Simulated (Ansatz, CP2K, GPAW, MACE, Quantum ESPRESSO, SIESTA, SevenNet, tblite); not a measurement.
# Quantum ESPRESSO runs on amorphous polyisobutylene (as short chains C10H22) at 400 K (64 atoms), part 2 of 2

Aim: run amorphous polyisobutylene (as short chains C10H22) at 400 K (64 atoms) in Quantum ESPRESSO and see how near its forces come to a plane-wave reference, and at what cost.

Program: Quantum ESPRESSO 7.5; the method stands at each step. Banners, paths, timers and routine set-up lines are dropped from the logs unmarked, and long logs keep their key lines alone; longer cuts are marked.

So far. Step 2 (PBE, sssp-1.3.0-efficiency, 45/360 Ry): Forces lie 0.59 % from the reference's, at 3.6 times its CPU time (on 1 against 4 cores).

**3. PBE, sssp-1.3.0-efficiency, 45/360 Ry, paro**

Method: Kohn-Sham DFT, PBE, SSSP efficiency 1.3.0 pseudopotentials, plane waves.

pw.in reads:

```
&control
  calculation = 'scf'
  pseudo_dir = './pseudo'
  outdir = './tmp'
  disk_io = 'none'
  tprnfor = .true.
  tstress = .true.
/
&system
  ibrav = 0
  nat = 64
  ntyp = 2
  ecutwfc = 45
  ecutrho = 360
  nosym = .true.
  occupations = 'smearing'
  smearing = 'fd'
  degauss = 0.003675
/
&electrons
  conv_thr = 3.2e-07
  electron_maxstep = 100
  mixing_beta = 0.4
  mixing_mode = 'plain'
  diagonalization = 'paro'
/
ATOMIC_SPECIES
C 12.011 C.upf
H 1.008 H.upf
CELL_PARAMETERS angstrom
8.31826 0.00000 0.00000
0.00000 8.31826 0.00000
0.00000 0.00000 8.31826
ATOMIC_POSITIONS crystal
[... 64 atom lines left out: the same atoms as in the first run ...]
K_POINTS gamma
```

The run is started by

```
$ OMP_NUM_THREADS=1 mpirun -np 2 pw.x -in pw.in > output.txt
```

Log:

```text
[banner, memory and clock lines left out]
Program PWSCF
     gamma-point specific algorithms are used
[... lines left out ...]
     total energy              =    -420.64244687 Ry
[... lines left out ...]
     total energy              =    -420.64259540 Ry
[... lines left out ...]
     total energy              =    -420.64264049 Ry
[... lines left out ...]
     total energy              =    -420.64264581 Ry
[... lines left out ...]
     the Fermi energy is     0.6965 ev
!    total energy              =    -420.64264629 Ry
[... lines left out ...]
     The total energy is F=E-TS. E is the sum of the following terms:
[... lines left out ...]
     convergence has been achieved in   8 iterations
     Forces acting on atoms (cartesian axes, Ry/au):
     atom    1 type  1   force =    -0.05242924    0.04790968   -0.09865578
     atom    2 type  1   force =     0.16855551    0.00947723   -0.02482824
     atom    3 type  1   force =    -0.09612273   -0.04292691    0.10672829
[...]
atom   63 type  2   force =    -0.03625099    0.03211531   -0.00245994
     atom   64 type  2   force =     0.03750628    0.06798234    0.03919574
     Total force =     0.784128     Total SCF correction =     0.000339
     Computing stress (Cartesian axis) and pressure
          total   stress  (Ry/bohr**3)                   (kbar)     P=       43.26
   0.00032328  -0.00000572   0.00007502           47.56       -0.84       11.04
  -0.00000572   0.00027816   0.00008893           -0.84       40.92       13.08
   0.00007502   0.00008893   0.00028086           11.04       13.08       41.32
     Message from routine punch:
     Nothing written, as per user request (disk_io='none')
```

Wall time 27 s (2 MPI ranks of Arm Neoverse V1, shared host); peak memory 0.66 GiB; 53 s of CPU time.

Against the reference:

```yaml
r_m_s_force_component: 1.455 eV/Å
r_m_s_difference_of_force_components: 8.476 meV/Å
longest_difference_of_force_vectors: 22.99 meV/Å
force_difference_over_r_m_s_force: 0.5834 %
slope_of_forces_against_the_reference_s: 1.001
correlation_of_force_components: 1
spacing_of_highest_filled_and_lowest_empty_level: 5.382 eV
gap_difference: -0.0096 eV
pressure: 4.327 GPa
pressure_difference: -0.0887 GPa
energy_less_the_same_level_run_s: 0 meV/atom
r_m_s_force_difference_from_the_same_level_run: 0.185 meV/Å
```

Against the first run (0.59 %), the force difference from the reference is 0.58 %, at 1.2 times the CPU time (on 2 against 1 cores): another solver or mixer reaches the same state.

The run ends at a pressure of 4.33 GPa, with forces up to 6.8 eV/Å.

**4. PBE+D3(BJ), sssp-1.3.0-efficiency, 45/360 Ry**

Method: Kohn-Sham DFT, PBE+D3(BJ), SSSP efficiency 1.3.0 pseudopotentials, plane waves.

pw.in: that of step 3 with these lines changed.

```diff
@@ -18,2 +18,5 @@
   degauss = 0.003675
+  vdw_corr = 'dft-d3'
+  dftd3_version = 4
+  dftd3_threebody = .false.
 /
@@ -24,3 +27,3 @@
   mixing_mode = 'plain'
-  diagonalization = 'paro'
+  diagonalization = 'david'
 /
```

The run is started by

```
$ OMP_NUM_THREADS=1 pw.x -in pw.in > output.txt
```

Log:

```text
Program PWSCF
     gamma-point specific algorithms are used
     sticks:   dense  smooth     PW     G-vecs:    dense   smooth      PW
     Sum        7089    3545    885               448327   158619   19837
     bravais-lattice index     =            0
     lattice parameter (alat)  =      15.7192  a.u.
     unit-cell volume          =    3884.1328 (a.u.)^3
[... lines left out ...]
     total energy              =    -420.88262556 Ry
[... lines left out ...]
     total energy              =    -420.85729936 Ry
[... lines left out ...]
     total energy              =    -420.86903395 Ry
[... lines left out ...]
     total energy              =    -420.86903468 Ry
[... lines left out ...]
     the Fermi energy is     0.6966 ev
!    total energy              =    -420.86903479 Ry
[... lines left out ...]
     The total energy is F=E-TS. E is the sum of the following terms:
[... lines left out ...]
     convergence has been achieved in   9 iterations
     Forces acting on atoms (cartesian axes, Ry/au):
     atom    1 type  1   force =    -0.05242260    0.04786582   -0.09856463
     atom    2 type  1   force =     0.16818772    0.00975304   -0.02471280
     atom    3 type  1   force =    -0.09636453   -0.04253523    0.10656523
[...]
atom   63 type  2   force =    -0.03617658    0.03232194   -0.00233033
     atom   64 type  2   force =     0.03737353    0.06769350    0.03922585
     Total force =     0.783650     Total SCF correction =     0.000351
     Computing stress (Cartesian axis) and pressure
          total   stress  (Ry/bohr**3)                   (kbar)     P=       35.15
   0.00026802  -0.00000554   0.00007471           39.43       -0.81       10.99
  -0.00000554   0.00022065   0.00008961           -0.81       32.46       13.18
   0.00007471   0.00008961   0.00022813           10.99       13.18       33.56
     Message from routine punch:
     Nothing written, as per user request (disk_io='none')
```

The job ended after 42 s (1 thread; peak memory 0.63 GiB).

Compared with the plane-wave run:

```
r.m.s. force component                           : 1.454 eV/Å
r.m.s. difference of force components            : 10.07 meV/Å
longest difference of force vectors              : 26.78 meV/Å
force difference over r.m.s. force               : 0.6934 %
slope of forces against the reference's          : 1.001
correlation of force components                  : 1
gap (highest filled to lowest empty level) : 5.382 eV
gap difference                                   : -0.0094 eV
pressure                                         : 3.515 GPa
pressure difference                              : -0.9004 GPa
```

Against the first run (0.59 %), the force difference from the reference is 0.69 %, at 0.94 times the CPU time; the model has changed, so this is no error of the program alone.

**5. The ladder**

Differences are against the plane-wave reference, forces as r.m.s. over components; share is that over the reference's r.m.s. force, slope the least-squares factor from reference forces to these. Total energies of different programs have different zeros and aren't compared.

```csv
run,"Δ force, r.m.s. (meV/Å)",share (%),slope,Δ pressure (GPa),Δ gap (eV),cores,CPU time,memory (GiB)
reference,-,-,-,-,-,4,13 s,0.54
"QE PBE, sssp-1.3.0-efficiency, 45/360 Ry",8.61,0.592,1.001,-0.0917,-0.0094,1,45 s,0.63
"QE PBE, sssp-1.3.0-efficiency, 45/360 Ry, paro",8.48,0.583,1.001,-0.0887,-0.0096,2,53 s,0.66
"QE PBE+D3(BJ), sssp-1.3.0-efficiency, 45/360 Ry",10.1,0.693,1.001,-0.900,-0.0094,1,42 s,0.63
```

CPU time is summed over cores on a shared host, where runs went side by side, so it is rough. Symmetry, cutoffs, thresholds, outputs and thread counts weren't matched or tuned between programs; memory under MPI is the largest rank's times the ranks.

Within one program, basis, potentials and functional, energies share a zero. Each run against its twin at the usual cutoff or grid and solver:

```csv
run,twin,Δ energy (meV/atom),"Δ force, r.m.s. (meV/Å)",CPU time over the twin's
"QE PBE, sssp-1.3.0-efficiency, 45/360 Ry, paro","sssp-1.3.0-efficiency, 45/360 Ry",0,0.185,1.2 (this twin ran on 1 cores)
```

**6. Summary of results**

| Property | Result |
| --- | --- |
| nearest in forces | QE PBE, sssp-1.3.0-efficiency, 45/360 Ry, paro, 0.58 % |
| its CPU time | 53 s |

PBE on plane waves or a grid with other potentials, cutoffs or grids differs from the reference by 0.58 % (QE PBE, sssp-1.3.0-efficiency, 45/360 Ry, paro) to 0.59 % (QE PBE, sssp-1.3.0-efficiency, 45/360 Ry) of the r.m.s. force; this holds the reference's own error, so differences of a few per cent don't tell which side is nearer the exact PBE result (QE's 45 Ry are 612 eV, against the reference's 420 eV). Rows with another functional or a dispersion term differ by 0.69 % (QE PBE+D3(BJ), sssp-1.3.0-efficiency, 45/360 Ry), which mixes the change of model with differences of basis and potentials. None of the electronic-structure runs in the table takes under half the reference's CPU time of 13 s; they take 3.4 to 4.2 times as much. PBE gaps agree with the reference's 5.39 eV within 0.010 eV. The network of contacts between molecules at the start is that of the classical potential that made the cell, and needn't be the one that DFT or experiment would give. The reference's PBE has no dispersion term, which matters for the binding between molecules or layers. The electronic-structure runs sample only Γ, in a cell whose shortest periodic width is 8 Å.

[Also dropped from logs without a mark: logging warnings of Python, and SIESTA's first energy breakdown and zero terms.]

[Logs are printed without paths, hosts, clocks, repeated set-up lines and the standing remarks that a program may print on its own settings, such as how far it seeks lower states.]

[Hosts, paths, dates, database ids (printed as entryN), source tags and the programs' standing remarks are cut or masked in the printed files.]
